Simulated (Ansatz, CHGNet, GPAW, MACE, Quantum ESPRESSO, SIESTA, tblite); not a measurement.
# SIESTA runs on random packing of 64AlN-36Al2O3 (mol %) (86 atoms), part 2 of 2

Wanted: SIESTA inputs and outputs for random packing of 64AlN-36Al2O3 (mol %) (86 atoms), checked against a plane-wave reference.

Program: SIESTA 5.4.2; the method stands at each step. Banners, paths, timers and routine set-up lines are dropped from the logs unmarked, and long logs keep their key lines alone; longer cuts are marked. The potentials were converted by us to PSML.

So far. Step 2 (PBE, DZP, shift 0.01 Ry, mesh 500 Ry): Forces lie 7.5 % from the reference's, at 1.1 times its CPU time (on 2 against 4 cores). Step 3 (PBE, SZ, shift 0.01 Ry, mesh 500 Ry): Against the first run (7.5 %), the force difference from the reference is 44 %, at 0.20 times the CPU time (on 1 against 2 cores), with 344 basis functions against 1118: the smaller basis costs accuracy.

### Step 4. PBE, SZ, shift 0.02 Ry, mesh 500 Ry

Method: Kohn-Sham DFT, PBE, PseudoDojo 0.4.1 norm-conserving pseudopotentials (converted to PSML), numerical atomic orbitals (SZ), diagonalisation.

input.fdf reads:

```
SystemLabel cell
NumberOfAtoms 86
NumberOfSpecies 3
%block ChemicalSpeciesLabel
  1 13 Al
  2 7 N
  3 8 O
%endblock ChemicalSpeciesLabel
LatticeConstant 1.0 Ang
%block LatticeVectors
  9.73820 0.00000 0.00000
  0.00000 9.73820 0.00000
  0.00000 0.00000 9.73820
%endblock LatticeVectors
PAO.BasisSize SZ
PAO.EnergyShift 0.02 Ry
XC.Functional GGA
XC.Authors PBE
MeshCutoff 500 Ry
%block kgrid_Monkhorst_Pack
  1 0 0 0.0
  0 1 0 0.0
  0 0 1 0.0
%endblock kgrid_Monkhorst_Pack
SolutionMethod diagon
OccupationFunction FD
ElectronicTemperature 580 K
SCF.Mixer.Method Pulay
SCF.Mixer.Weight 0.15
SCF.Mixer.History 8
SCF.Mix Hamiltonian
MaxSCFIterations 300
SCF.DM.Tolerance 1e-04
SCF.H.Tolerance 1.0e-3 eV
WriteForces T
Write.HirshfeldPop T
Write.VoronoiPop T
Write.DM F
Write.H F
XML.Write F
AtomicCoordinatesFormat Fractional
%block AtomicCoordinatesAndAtomicSpecies
[... 86 atom lines left out: the same atoms as in the first run ...]
%endblock AtomicCoordinatesAndAtomicSpecies
```

Command:

```sh
$ OMP_NUM_THREADS=1 siesta < input.fdf > output.txt
```

Output:

```text
Version         : 5.4.2
reinit: System Name:
reinit: System Label: cell
initatom: Reading input for the pseudopotentials and atomic orbitals ----------
Species number:   1 Atomic number:   13 Label: Al
Species number:   2 Atomic number:    7 Label: N
Species number:   3 Atomic number:    8 Label: O
Ground state valence configuration (from tables):   3s02  3p01  3d00  4f00
Ground state valence configuration (from tables):   2s02  2p03  3d00  4f00
Ground state valence configuration (from tables):   2s02  2p04  3d00  4f00
---- Processing specs for species: Al
[... lines left out ...]
        iscf     Eharris(eV)        E_KS(eV)     FreeEng(eV)     dDmax    Ef(eV) dHmax(eV)
[... lines left out ...]
SCF Convergence by DM+H criterion
[... lines left out ...]
SCF cycle converged after 34 iterations
[... lines left out ...]
   Max    7.889954
[... lines left out ...]
   Max    7.889954    constrained
Stress tensor Voigt[x,y,z,yz,xz,xy] (kbar):     -146.63     -223.23     -165.52       17.08       19.04       27.50
[... lines left out ...]
siesta: FreeEng =    -20819.262207
[... lines left out ...]
siesta:         Fermi =      -3.379296
[... lines left out ...]
siesta:     0.017166   -0.139329    0.010663
siesta:     0.011886    0.010663   -0.103312
siesta: Cell volume =        923.498234 Ang**3
siesta: Pressure (static):
siesta:                Solid            Molecule  Units
siesta:           0.00121316          0.00153287  Ry/Bohr**3
siesta:           0.11138739          0.14074143  eV/Ang**3
siesta:         178.46227017        225.49263615  kBar
    Orbital volume contribution        =          19.839971 eV
    (Free)E + p_basis*V_orbitals       =      -20799.422236 eV
    (Free)Eharris+ p_basis*V_orbitals  =      -20799.422236 eV
Hirshfeld Atomic Populations:
Atom #   charge [q] valence [e]  Species
     1     0.246262    2.753738  Al
     2     0.320828    2.679172  Al
     3     0.357628    2.642372  Al
[...]
39    -0.264517    5.264517  N
    40    -0.156382    5.156382  N
    41    -0.195981    5.195981  N
[...]
57    -0.209982    6.209982  O
    58    -0.188303    6.188303  O
    59    -0.179691    6.179691  O
[...]
--------------------
 Total    -0.000016
Voronoi Atomic Populations:
Atom #   charge [q] valence [e]  Species
[...]
37     0.183646    2.816354  Al
    38     0.351854    2.648146  Al
[...]
55    -0.319172    5.319172  N
    56    -0.324654    5.324654  N
[...]
85    -0.228253    6.228253  O
    86    -0.199832    6.199832  O
--------------------
 Total    -0.000016
```

Wall time 3.9 min (1 thread of Arm Neoverse V2, shared host); peak memory 1.1 GiB.

Numbers from this run, and their distance from the reference:

* r.m.s. force component: 2.02 eV/Å
* r.m.s. difference of force components: 767.7 meV/Å
* longest difference of force vectors: 2986 meV/Å
* force difference over r.m.s. force: 42.83 %
* slope of forces against the reference's: 1.043
* correlation of force components: 0.9257
* pressure: 17.85 GPa
* pressure difference: 12.92 GPa

This is a coarse setting, run to see what it loses.

Against the first run (7.5 %), the force difference from the reference is 43 %, at 0.14 times the CPU time (on 1 against 2 cores).

### Step 5. All runs compared

Differences are against the plane-wave reference, forces as r.m.s. over components; share is that over the reference's r.m.s. force, slope the least-squares factor from reference forces to these. Total energies of different programs have different zeros and aren't compared.

```csv
run,"Δ force, r.m.s. (meV/Å)",share (%),slope,Δ pressure (GPa),cores,CPU time,memory (GiB)
reference,-,-,-,-,4,25 min,3.3
"SIESTA PBE, DZP, shift 0.01 Ry, mesh 500 Ry",135,7.51,0.980,1.68,2,28 min,3.2
"SIESTA PBE, SZ, shift 0.01 Ry, mesh 500 Ry (coarse)",793,44.3,1.015,18.9,1,5.7 min,1.3
"SIESTA PBE, SZ, shift 0.02 Ry, mesh 500 Ry (coarse)",768,42.8,1.043,12.9,1,3.9 min,1.1
```

Rows marked coarse were listed beforehand as settings not expected to be converged; some can still land near the reference.

CPU time is summed over cores on a shared host, where runs went side by side, so it is rough. Symmetry, cutoffs, thresholds, outputs and thread counts weren't matched or tuned between programs; memory under MPI is the largest rank's times the ranks.

### Step 6. Outcome

```yaml
nearest_in_forces: SIESTA PBE, DZP, shift 0.01 Ry, mesh 500 Ry, 7.5 %
its_cpu_time: 28 min
```

What this shows: The PBE run in local orbitals, coarse settings apart, differs by 7.5 % (SIESTA PBE, DZP, shift 0.01 Ry, mesh 500 Ry); basis, grid and potentials can all enter. Runs with settings chosen to be coarse differ by 43 % (SIESTA PBE, SZ, shift 0.02 Ry, mesh 500 Ry) to 44 % (SIESTA PBE, SZ, shift 0.01 Ry, mesh 500 Ry), their programs' other errors included. Of the electronic-structure runs that take under half the reference's CPU time, SIESTA PBE, SZ, shift 0.02 Ry, mesh 500 Ry comes nearest, at 43 % in 3.9 min against 25 min; its pressure misses by +12.9 GPa. In pressure, SIESTA PBE, SZ, shift 0.01 Ry, mesh 500 Ry misses by +18.9 GPa, at the same functional. The reference's pressure holds the uncorrected Pulay stress of its 60 Ry basis, so small pressure differences, and their order, may be the reference's own error. The reference's stress is far from hydrostatic: its diagonal is 3.1, 8.3, 3.4 GPa, compression counted positive. The reference's pressure of 4.9 GPa belongs to a cell and atoms that aren't relaxed at this level. The electronic-structure runs sample only Γ, in a cell whose shortest periodic width is 10 Å, which is coarse for a cell with partly filled levels.

[Also dropped from logs without a mark: logging warnings of Python, and SIESTA's first energy breakdown and zero terms.]

[Logs are printed without paths, hosts, clocks, repeated set-up lines and the standing remarks that a program may print on its own settings, such as how far it seeks lower states.]

[Hosts, paths, dates, database ids (printed as entryN), source tags and the programs' standing remarks are cut or masked in the printed files.]
